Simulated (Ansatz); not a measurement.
# Optical response of SrPd2N2 (model structure), part 2 of 2

What colour and refractive index does SrPd2N2 (model structure) have at this level of theory? The structure is a model built here, which may or may not match a known phase. It was built so: All P replaced by N in the I4/mmm structure of SrP2Pd2.

Ansatz 0.2.0; DFT, PBE, plane-wave PAW, default files, scalar-relativistic, independent-particle optical response without local fields.

So far: The structure; Relaxation. The relaxed cell has a = 3.913, c = 10.710 Å (conventional setting).

## (3) Ground state and bands

The self-consistent density comes first; it also tells whether there is a gap, which decides the occupations and the need for a Drude term.

This step: DFT, PBE, plane-wave PAW, default files, scalar-relativistic, ground state (Ansatz 0.2.0).

Input file input.yaml:

```yaml
crystal:
  lattice:
    - [-1.9562644013, 1.9562644013, 5.3549914046]
    - [1.9562644013, -1.9562644013, 5.3549914046]
    - [1.9562644013, 1.9562644013, -5.3549914046]
  atoms:
    - { symbol: Pd, position: [0.25, 0.75, 0.5] }
    - { symbol: Pd, position: [0.75, 0.25, 0.5] }
    - { symbol: Sr, position: [0.0, 0.0, 0.0] }
    - { symbol: "N", position: [0.5560568179, 0.5560568179, 0.0] }
    - { symbol: "N", position: [0.4439431821, 0.4439431821, 0.0] }
kpoints:
  mp_grid: { grid: [8, 8, 8] }
  band_path:
    path:
      - [[0.0, 0.0, 0.0], [-0.5, 0.5, 0.0], [-0.5, 0.5, -0.06672791], [-0.28336396, 0.28336396, -0.28336396], [0.0, 0.0, 0.0], [0.5, 0.5, -0.5], [0.28336396, 0.71663604, -0.71663604], [0.0, 0.5, -0.5], [-0.25, 0.75, -0.25], [0.06672791, 0.93327209, -0.5], [0.5, 0.5, -0.5]]
      - [[-0.5, 0.5, 0.0], [-0.25, 0.75, -0.25]]
    npoints: 6
scf:
  occupations: { method: fermi_dirac, width: 0.05 }
  n_extra_bands: 9
hamiltonian:
  xc: pbe
  pseudopotentials: { kind: paw }
output:
  forces: true
  stress: true
  populations: true
  write_bands: true
  write_density: true
  write_potential: true
  elf: true
  volumetric_format: npy
```

Started as:

```sh
$ ansatz run input.yaml --threads 2 --pin off --max-ram 5120MiB --backend cpu --events-out ev --progress --plain --runs-dir out
```

Numbers of over 12 decimals in the logs are rounded to 6 here.

What it wrote:

```text
[...]
Crystal: 5 atoms, lattice volume = 81.974 Å³
Basis set: ecut = 420 eV, 1613 PW (Γ), exchange–correlation on 90×90×90 points (8 copies of the dense FFT grid, shifted against one another)
Bands: 37, of which v1, the nominal top of the filled ones, is band 28 counted from 1 (27 counted from 0)
Symmetry: 16 space group operations
[...]
k-points: 59 of 512
[...]
SCF iter   1: F=—  HF=-18257.434692 eV  |F-HF|=—  |Δ(HF+E_count)|=         —  Δρ=1.34e-2  dr2=1.76e-1  ethr=1.77e-3  ⟨swp⟩=7.5  Hψ=10649  notcnv=0  defer=21
[...]
SCF iter   8: F=-18257.416449 eV  HF=-18257.416449 eV  |F-HF|=1.96e-8  |Δ(HF+E_count)|=   1.12e-7  Δρ=6.22e-6  dr2=6.40e-8  ethr=1.79e-10  ⟨swp⟩=15.1  Hψ=16559  notcnv=0
SCF 1 converged in 8 iterations: F = -18257.416449 eV  dr2 = 6.40e-8
[...]
NSCF: frozen V_eff on 68 k-points
SCF converged after 8 iterations
Free energy (F): -18257.416449 eV
[...]
Internal energy: -18257.396291 eV  (E = F + TS)
E sigma→0 (E₀):  -18257.406370 eV
Entropy (-TS):   -0.020158 eV (-4.032 meV/atom)
Fermi energy:    12.195801 eV
[...]
--- Forces (eV/Å), atoms counted from 1 ---
  atom   1  Pd     0.00000000    -0.00000000     0.00000000
  atom   2  Pd     0.00000000    -0.00000000     0.00000000
  atom   3  Sr     0.00000000     0.00000000     0.00000000
  atom   4  N     -0.00000000    -0.00000000     0.00092896
  atom   5  N     -0.00000000     0.00000000    -0.00092896
  max |Σ_I F_I| component: 2.43e-17 eV/Å
--- Stress (GPa, compression-positive) ---
        0.002401       0.000000       0.000000
        0.000000       0.002401       0.000000
        0.000000       0.000000       0.033439
  P = ⅓ Tr σ = 0.0127 GPa (0.127 kbar)
--- Band table (eV; the first three rows and the last of 59) ---
  k-point 0: bands = [... 24 lower, 11.1040, 11.1040, 11.9420, 12.3174, 12.3174, 12.7957, 13.2371, 15.4819, ... 5 higher]
  k-point 1: bands = [... 24 lower, 11.1535, 11.2862, 11.7084, 11.7604, 12.4131, 12.8623, 13.7779, 15.9530, ... 5 higher]
  k-point 2: bands = [... 24 lower, 10.5567, 11.2651, 11.3501, 11.7824, 12.2332, 12.9956, 15.1849, 15.5444, ... 5 higher]
  k-point 58: bands = [... 24 lower, 11.2596, 11.2596, 11.9432, 12.7957, 13.4786, 13.4786, 14.2844, 14.2912, ... 5 higher]
--- Löwdin populations: 5 sites ---
  site symbol       q [e]
     0     Pd     17.4703
     1     Pd     17.4703
     2     Sr      8.7579
     3      N      5.4654
     4      N      5.4654
  spilling = 0.024479 (of n_electrons = 56.000000)
```

Run time: 7.9 s. Hardware: 2 threads of Arm Neoverse V2, shared host; peak memory 0.48 GiB.

This step gave:

* free energy: -18257.4164 eV
* Fermi energy: 12.20 eV
* electrons: 56
* symmetry operations: 16
* pressure: 0.01275 GPa
* volume: 81.97 Å³
* gap on the path: 0 eV

There are states at the Fermi level within the smearing, so the occupations stay smeared and the carriers get a Drude term. The cell is left with a pressure of 0.0 GPa after its relaxation.

Electronic bands along the path, in eV, zero at the Fermi level; # counts the bands kept:

| point | #12 | #13 | #14 | #15 | #16 | #17 | #18 | #19 |
| --- | --- | --- | --- | --- | --- | --- | --- | --- |
| Γ | -1.09 | -1.09 | -0.25 | 0.12 | 0.12 | 0.60 | 1.04 | 3.29 |
| halfway | -1.64 | -0.93 | -0.85 | -0.41 | 0.04 | 0.80 | 2.99 | 3.35 |
| X | -1.28 | -1.01 | -0.81 | -0.80 | 0.89 | 2.06 | 2.55 | 4.21 |
| halfway | -1.28 | -1.11 | -0.81 | -0.69 | 0.82 | 2.09 | 2.48 | 4.20 |
| Y | -1.28 | -1.26 | -0.81 | -0.51 | 0.63 | 2.16 | 2.33 | 4.18 |
| halfway | -1.42 | -1.36 | -1.03 | -0.49 | 0.31 | 1.40 | 1.95 | 4.38 |
| S | -1.50 | -1.40 | -1.40 | -0.95 | 0.76 | 1.26 | 1.27 | 3.86 |
| halfway | -1.31 | -0.89 | -0.83 | -0.54 | -0.15 | 0.84 | 2.31 | 2.93 |
| Γ | -1.09 | -1.09 | -0.25 | 0.12 | 0.12 | 0.60 | 1.04 | 3.29 |
| halfway | -1.00 | -1.00 | -0.25 | 0.60 | 0.72 | 0.72 | 1.58 | 2.65 |
| Z | -0.94 | -0.94 | -0.25 | 0.60 | 1.28 | 1.28 | 2.09 | 2.10 |
| halfway | -1.11 | -1.11 | -0.56 | -0.23 | 1.15 | 1.31 | 2.17 | 2.75 |
| S1 | -1.50 | -1.40 | -1.40 | -0.95 | 0.76 | 1.26 | 1.27 | 3.86 |
| halfway | -1.62 | -1.52 | -1.38 | -0.79 | 0.21 | 1.24 | 1.73 | 3.55 |
| N | -1.73 | -1.56 | -1.38 | -0.55 | -0.18 | 1.22 | 2.11 | 3.17 |
| halfway | -1.53 | -1.19 | -1.08 | -0.06 | 0.31 | 0.91 | 2.27 | 4.34 |
| P | -1.39 | -0.80 | -0.80 | 0.26 | 0.26 | 1.68 | 2.98 | 4.49 |
| halfway | -1.39 | -0.85 | -0.81 | -0.35 | 0.68 | 1.81 | 2.76 | 4.27 |
| Y1 | -1.28 | -1.26 | -0.81 | -0.51 | 0.63 | 2.16 | 2.33 | 4.18 |
| halfway | -1.20 | -0.95 | -0.84 | -0.76 | 0.66 | 1.64 | 2.65 | 3.05 |
| Z | -0.94 | -0.94 | -0.25 | 0.60 | 1.28 | 1.28 | 2.09 | 2.10 |
| jump to X | -1.28 | -1.01 | -0.81 | -0.80 | 0.89 | 2.06 | 2.55 | 4.21 |
| halfway | -1.38 | -0.81 | -0.80 | -0.40 | 0.73 | 1.83 | 2.80 | 4.28 |
| P | -1.39 | -0.80 | -0.80 | 0.26 | 0.26 | 1.68 | 2.98 | 4.49 |

ELF in the ab plane of the cell as run, not the conventional one, at fractional z = 0.000, with atoms of Sr and N within 0.2 Å of it. It is the smooth field of the valence electrons, not physical close to the nuclei.

Ten even steps from '_' (0.05) to '@' (0.87), each cell a mean:
```
::++@@**____..............__--%%##
%%%%@@%%::____............____==%%
##@@@@##..____..______......____--
..==++--____--==--..______....____
__________..++%%%%**::______......
..______::--++%%@@@@%%::____......
....__::**######++++@@%%::____....
....__..**@@######::++@@**..__....
......__==@@##--**##++@@%%--__....
......__..##@@==--####%%%%==......
......____::%%@@######++++--____..
........____::##@@@@##--..________
__........____..==****::____..::__
--____......______..::____--##%%**
%%==____..........________++@@@@@@
##@@==__..............____==@@%%++
__##%%--__..............__..##%%::
```
Atoms in or near the plane, at fractional coordinates: Sr at (0.00, 0.00), N at (0.56, 0.56), N at (0.44, 0.44).

Electrostatic potential energy in the ab plane of the cell as run, not the conventional one, at fractional z = 0.000, with atoms of Sr and N within 0.2 Å of it. With pseudopotentials it is smooth inside the atoms' cores, unlike the true potential.

Ten even steps from '_' (-82 eV) to '@' (16 eV), each cell a mean:
```
____--%%@@@@@@@@@@@@@@@@@@@@%%**__
::..--##@@@@@@@@@@@@@@@@@@@@@@%%**
##****%%%%@@@@@@@@@@@@@@@@@@@@@@%%
@@%%%%%%@@@@@@@@@@@@@@@@@@@@@@@@@@
@@@@@@@@@@@@@@@@@@@@@@@@@@@@@@@@@@
@@@@@@@@@@@@@@##**##@@@@@@@@@@@@@@
@@@@@@@@@@@@%%##----++@@@@@@@@@@@@
@@@@@@@@@@%%++++==::--##@@@@@@@@@@
@@@@@@@@@@%%==::--==--**@@@@@@@@@@
@@@@@@@@@@@@**::::++####@@@@@@@@@@
@@@@@@@@@@@@@@**==++%%@@@@@@@@@@@@
@@@@@@@@@@@@@@@@%%%%@@@@@@@@@@@@@@
@@@@@@@@@@@@@@@@@@@@@@@@@@@@%%@@@@
%%@@@@@@@@@@@@@@@@@@@@@@@@%%%%##%%
**%%@@@@@@@@@@@@@@@@@@@@@@%%**----
..++%%@@@@@@@@@@@@@@@@@@@@%%**..__
__..**%%@@@@@@@@@@@@@@@@@@@@##::__
```
Atoms in or near the plane, at fractional coordinates: Sr at (0.00, 0.00), N at (0.56, 0.56), N at (0.44, 0.44).

## (4) Spectrum

With the density converged, the vertical transitions are summed over the zone.

This step: DFT, PBE, plane-wave PAW, default files, scalar-relativistic, independent-particle optical response without local fields (Ansatz 0.2.0).

input.yaml, the sections that differ from step 3:

```yaml
kpoints:
  mp_grid: { grid: [11, 11, 11] }
scf:
  occupations: { method: fermi_dirac, width: 0.1 }
output:
  optics:
    e_range: [0, 30]
    de: 0.05
    sigma: 0.1
    drude_damping: 0.05
    nscf_kmesh: { grid: [12, 12, 12] }
    bands: auto
# crystal, hamiltonian: as in step 3
```

What it wrote:

```text
basis.fft_grid_basis auto: the FFT boxes are laid along the combinations [[1, 0, 1], [0, 1, 1], [0, 0, 1]] of the cell's own vectors, 3.913, 3.913 and 6.027 Å long. The dense box has 27×27×45 points. Along the cell's own vectors, as sized, it would have 45×45×45, 2.78 times as many. Of the 16 symmetry operations that the crystal satisfies within crystal.symmetry.tolerance (time reversal apart; of a slab, those that k [...]
[...]
Crystal: 5 atoms, lattice volume = 81.974 Å³
Basis set: ecut = 420 eV, 1613 PW (Γ), FFT grids on a1+a3, a2+a3, a3
Bands: 34, of which v1, the nominal top of the filled ones, is band 28 counted from 1 (27 counted from 0)
Symmetry: 16 space group operations
[...]
k-points: 126 of 1331
[...]
SCF iter   1: F=—  HF=-18257.467614 eV  |F-HF|=—  |Δ(HF+E_count)|=         —  Δρ=1.35e-2  dr2=1.93e-1  ethr=1.77e-3  ⟨swp⟩=7.3  Hψ=20176  notcnv=0
[...]
SCF iter  11: F=-18257.446853 eV  HF=-18257.446853 eV  |F-HF|=3.64e-12  |Δ(HF+E_count)|=  4.37e-11  Δρ=9.19e-8  dr2=7.99e-12  ethr=1.00e-12  ⟨swp⟩=2.8  Hψ=12361  notcnv=0
SCF 1 converged in 11 iterations: F = -18257.446853 eV  dr2 = 7.99e-12
[...]
output.optics: what the bands over the 125 summed would add to eps1, eps2 and the energy-loss function is held between a lower and an upper bound (4 Lanczos steps). eps1, eps2 and their loss function (loss_summed_bands) are given on every row as the summed bands alone make them. Along an axis, on a row where the two bounds hold the loss function to about 1 % of the greater of itself and 0.5 % of |1/eps|, its cell (loss_completed) is given, with the completed eps1 and eps2 that it is formed of (a cell that is left empty reads nan in the table and null in the record). The two bounds hold it so along every axis on all 600 rows up to 30.000 eV. [rest of the remark cut]
SCF converged after 11 iterations
Free energy (F): -18257.446853 eV
[...]
Internal energy: -18257.368913 eV  (E = F + TS)
E sigma→0 (E₀):  -18257.407883 eV
Entropy (-TS):   -0.077939 eV (-15.588 meV/atom)
Fermi energy:    12.185321 eV
[...]
--- Band table (eV; the first three rows and the last of 126) ---
  k-point 0: bands = [... 24 lower, 11.0981, 11.0981, 11.9341, 12.3188, 12.3188, 12.7887, 13.2385, 15.4832, ... 2 higher]
  k-point 1: bands = [... 24 lower, 11.1283, 11.1937, 11.8348, 11.9840, 12.3785, 12.8249, 13.5296, 15.7563, ... 2 higher]
  k-point 2: bands = [... 24 lower, 11.0873, 11.2305, 11.4722, 11.5788, 12.4232, 12.9246, 14.3381, 15.6948, ... 2 higher]
  k-point 125: bands = [... 24 lower, 11.2200, 11.2211, 11.8799, 12.6145, 13.4485, 13.4869, 14.3383, 14.4110, ... 2 higher]
```

It took 5.5 min on 2 threads; peak memory 3.1 GiB; 8.8 min of CPU time.

Read-outs, printed or worked out from the files:

```
main peak of the optical conductivity above 1 eV, first axis : 22.64 eV
Drude plasma energy, first axis                              : 3.551 eV
bands summed                                                 : 125
spectra valid up to                                          : 52.4551 eV
program's estimate of the k-sum error in Im epsilon          : 0.21 %
electrons in the f-sum                                       : 44.75
```

The Im ε has structure finer than the step of the table below, so its rows give means over 1 eV, whole bins alone (the curve runs from 0.3 to 30 eV). Peaks (eV: height): E ∥ x or y 2.5: 16.6, 12.2: 3.75, 22.6: 3.85; E ∥ z 1.0: 20.7, 1.7: 27.8, 2.5: 17.9, 7.9: 5.51.

Im ε against photon energy; means over each step:

| photon energy (eV) | E ∥ x or y | E ∥ z |
| --- | --- | --- |
| 1 | 25.9 | 19.6 |
| 2 | 12.4 | 20.0 |
| 3 | 7.34 | 12.8 |
| 4 | 3.62 | 7.80 |
| 5 | 2.38 | 2.76 |
| 6 | 2.40 | 2.18 |
| 7 | 2.09 | 3.63 |
| 8 | 1.68 | 4.33 |
| 9 | 1.30 | 2.04 |
| 10 | 1.54 | 1.11 |
| 11 | 2.43 | 1.39 |
| 12 | 2.79 | 1.37 |
| 13 | 1.82 | 1.19 |
| 14 | 1.45 | 0.906 |
| 15 | 1.08 | 1.25 |
| 16 | 1.09 | 1.08 |
| 17 | 1.13 | 1.23 |
| 18 | 1.25 | 1.73 |
| 19 | 1.26 | 1.33 |
| 20 | 1.64 | 1.57 |
| 21 | 1.76 | 1.94 |
| 22 | 1.96 | 1.99 |
| 23 | 2.47 | 2.48 |
| 24 | 1.99 | 1.21 |
| 25 | 1.23 | 1.14 |
| 26 | 0.955 | 0.987 |
| 27 | 0.797 | 0.811 |
| 28 | 0.724 | 0.699 |
| 29 | 0.727 | 0.633 |

Re ε against photon energy:

| photon energy (eV) | E ∥ x or y | E ∥ z |
| --- | --- | --- |
| 1 | -13.6 | 7.91 |
| 2 | 1.93 | -2.29 |
| 3 | -4.62 | -4.69 |
| 4 | -1.04 | -3.57 |
| 5 | 0.0838 | -2.20 |
| 6 | 0.600 | 0.801 |
| 7 | 0.680 | -0.0170 |
| 8 | 0.790 | -0.780 |
| 9 | 1.47 | -0.901 |
| 10 | 1.95 | 0.124 |
| 11 | 2.31 | 0.612 |
| 12 | 2.06 | 0.877 |
| 13 | 0.328 | 0.397 |
| 14 | 0.708 | 1.18 |
| 15 | 0.872 | 1.08 |
| 16 | 1.08 | 1.33 |
| 17 | 1.44 | 1.60 |
| 18 | 1.46 | 1.46 |
| 19 | 1.54 | 1.17 |
| 20 | 1.29 | 1.25 |
| 21 | 1.42 | 1.47 |
| 22 | 1.41 | 0.911 |
| 23 | -0.116 | -1.39 |
| 24 | -0.185 | 0.334 |
| 25 | -0.355 | 0.298 |
| 26 | -0.0575 | -0.0338 |
| 27 | 0.164 | 0.250 |
| 28 | 0.305 | 0.279 |
| 29 | 0.302 | 0.392 |
| 30 | 0.306 | 0.416 |

The refractive index n and extinction k by photon energy:

| photon energy (eV) | n, E ∥ x or y | k, E ∥ x or y | n, E ∥ z | k, E ∥ z |
| --- | --- | --- | --- | --- |
| 2 | 2.65 | 2.26 | 2.60 | 3.01 |
| 4 | 1.27 | 1.63 | 1.60 | 2.47 |
| 6 | 1.22 | 0.946 | 1.22 | 0.834 |
| 8 | 1.11 | 0.669 | 1.46 | 1.70 |
| 10 | 1.48 | 0.492 | 0.766 | 0.680 |
| 12 | 1.70 | 0.910 | 1.10 | 0.573 |
| 14 | 1.15 | 0.786 | 1.15 | 0.379 |
| 16 | 1.15 | 0.477 | 1.23 | 0.429 |
| 18 | 1.31 | 0.494 | 1.35 | 0.604 |
| 20 | 1.31 | 0.647 | 1.29 | 0.649 |
| 22 | 1.37 | 0.676 | 1.21 | 0.750 |
| 24 | 0.955 | 1.05 | 0.913 | 0.706 |
| 26 | 0.674 | 0.715 | 0.701 | 0.725 |
| 28 | 0.733 | 0.482 | 0.702 | 0.463 |
| 30 | 0.700 | 0.428 | 0.776 | 0.433 |

Values under 1 per cm are given as 1. The absorption coefficient by photon energy:

| photon energy (eV) | E ∥ x or y (1/cm) | E ∥ z (1/cm) |
| --- | --- | --- |
| 1.00 | 4.5e5 | 2.7e5 |
| 2.00 | 4.6e5 | 6.1e5 |
| 3.00 | 7.6e5 | 8.9e5 |
| 4.00 | 6.6e5 | 1.0e6 |
| 5.00 | 5.7e5 | 9.1e5 |
| 6.00 | 5.8e5 | 5.1e5 |
| 7.00 | 5.9e5 | 9.3e5 |
| 8.00 | 5.4e5 | 1.4e6 |
| 9.00 | 4.3e5 | 1.1e6 |
| 10.00 | 5.0e5 | 6.9e5 |
| 11.00 | 8.5e5 | 7.3e5 |
| 12.00 | 1.1e6 | 7.0e5 |
| 13.00 | 1.2e6 | 7.6e5 |
| 14.00 | 1.1e6 | 5.4e5 |
| 15.00 | 7.9e5 | 8.5e5 |
| 16.00 | 7.7e5 | 7.0e5 |
| 17.00 | 7.2e5 | 7.2e5 |
| 18.00 | 9.0e5 | 1.1e6 |
| 19.00 | 9.0e5 | 9.8e5 |
| 20.00 | 1.3e6 | 1.3e6 |
| 21.00 | 1.4e6 | 1.4e6 |
| 22.00 | 1.5e6 | 1.7e6 |
| 23.00 | 2.3e6 | 3.5e6 |
| 24.00 | 2.5e6 | 1.7e6 |
| 25.00 | 2.2e6 | 1.7e6 |
| 26.00 | 1.9e6 | 1.9e6 |
| 27.00 | 1.6e6 | 1.5e6 |
| 28.00 | 1.4e6 | 1.3e6 |
| 29.00 | 1.5e6 | 1.2e6 |
| 30.00 | 1.3e6 | 1.3e6 |

The reflectivity at normal incidence has structure finer than the step of the table below, so its rows give means over 1 eV, whole bins alone (the curve runs from 0.3 to 30 eV). Peaks (eV: height): E ∥ x or y 2.8: 61.5, 12.2: 23.0, 22.8: 27.9, 24.8: 29.2; E ∥ z 1.9: 59.3, 3.0: 55.8, 4.5: 62.9, 5.1: 47.6, 6.9: 28.4, 8.8: 46.4, 23.1: 38.8.

Reflectivity at normal incidence against photon energy; means over each step:

| photon energy (eV) | E ∥ x or y (%) | E ∥ z (%) |
| --- | --- | --- |
| 1 | 68.9 | 53.1 |
| 2 | 46.1 | 52.3 |
| 3 | 55.8 | 51.4 |
| 4 | 35.3 | 52.2 |
| 5 | 21.0 | 44.1 |
| 6 | 15.3 | 15.5 |
| 7 | 13.4 | 21.6 |
| 8 | 10.4 | 30.0 |
| 9 | 6.26 | 36.2 |
| 10 | 7.98 | 14.7 |
| 11 | 13.0 | 9.40 |
| 12 | 17.0 | 8.17 |
| 13 | 14.6 | 9.71 |
| 14 | 10.0 | 3.80 |
| 15 | 5.69 | 6.06 |
| 16 | 5.08 | 4.83 |
| 17 | 5.08 | 5.73 |
| 18 | 5.88 | 9.22 |
| 19 | 5.92 | 7.02 |
| 20 | 8.43 | 8.01 |
| 21 | 9.25 | 10.5 |
| 22 | 10.3 | 12.1 |
| 23 | 19.9 | 28.5 |
| 24 | 20.7 | 16.9 |
| 25 | 23.4 | 14.4 |
| 26 | 16.1 | 15.9 |
| 27 | 12.6 | 10.8 |
| 28 | 9.41 | 10.5 |
| 29 | 9.46 | 7.05 |

From ε follow the optical constants at some laser and lamp lines:

| wavelength (nm) | n xy | k xy | R (%) xy | 1/α xy | n z | k z | R (%) z | 1/α z |
| --- | --- | --- | --- | --- | --- | --- | --- | --- |
| 1550 | 2.67 | 5.273 | 74.1 | 23 nm | 3.01 | 2.580 | 47.0 | 48 nm |
| 1064 | 2.22 | 3.822 | 64.5 | 22 nm | 3.63 | 2.354 | 46.2 | 36 nm |
| 800 | 1.96 | 2.747 | 51.9 | 23 nm | 4.36 | 2.960 | 53.5 | 22 nm |
| 633 | 2.60 | 2.221 | 41.9 | 23 nm | 2.64 | 3.241 | 55.5 | 16 nm |
| 308 | 1.25 | 1.630 | 35.2 | 15 nm | 1.58 | 2.459 | 50.3 | 10.0 nm |
| 248 | 1.17 | 1.129 | 21.8 | 17 nm | 1.01 | 1.793 | 44.4 | 11 nm |
| 193 | 1.35 | 0.912 | 15.0 | 17 nm | 1.65 | 0.840 | 14.6 | 18 nm |

In reflection the computed colour is faintly blue: x = 0.294, y = 0.305, luminous reflectivity 48 %.

## (5) Outcome

```yaml
gap_on_the_path: 0 eV
main_peak_of_the_optical_conductivity_above_1_ev_first_axis: 22.6 eV
drude_plasma_energy_first_axis: 3.55 eV
```

At this level (PBE, independent particles) SrPd2N2 is a metal with a Drude plasma energy of 3.6 eV along x, 3.6 eV along y and 3.3 eV along z; it reflects 46 % at 550 nm for E ∥ x. The cell grew by 26.2 % in volume. Along x the bare Drude plasma energy is 3.6 eV; Re ε first rises through zero at 1.76 eV, far lower, because interband transitions screen the carriers. Im ε is 10 there, so the loss peak at that energy is weak. In reflection the computed colour is faintly blue: x = 0.294, y = 0.305, luminous reflectivity 48 %. In the base run ε includes the program's bounded estimate of what the bands above those summed add. The carriers' damping of 0.05 eV is typed, not computed; at 0.8 eV the carriers give 4 % of Im ε along the first axis; the rest comes from the sum over bands, which at low energy also holds close bands and the noise of the mesh. The cell grew by 26 % in the relaxation, which can come from the guessed start or, where layers or molecules are weakly bound, from the missing dispersion term; a larger cell lowers ε. The Fermi-Dirac width of 0.1 eV acts as an electron temperature of 1200 K in the carriers' term. Besides steps told in other documents, this task had 1 step that ran out of time; those not told in a step above aren't shown.

[Logs are printed without paths, hosts, clocks, repeated set-up lines and the standing remarks that a program may print on its own settings, such as how far it seeks lower states.]

[Hosts, paths, dates, database ids (printed as entryN), source tags and the programs' standing remarks are cut or masked in the printed files.]
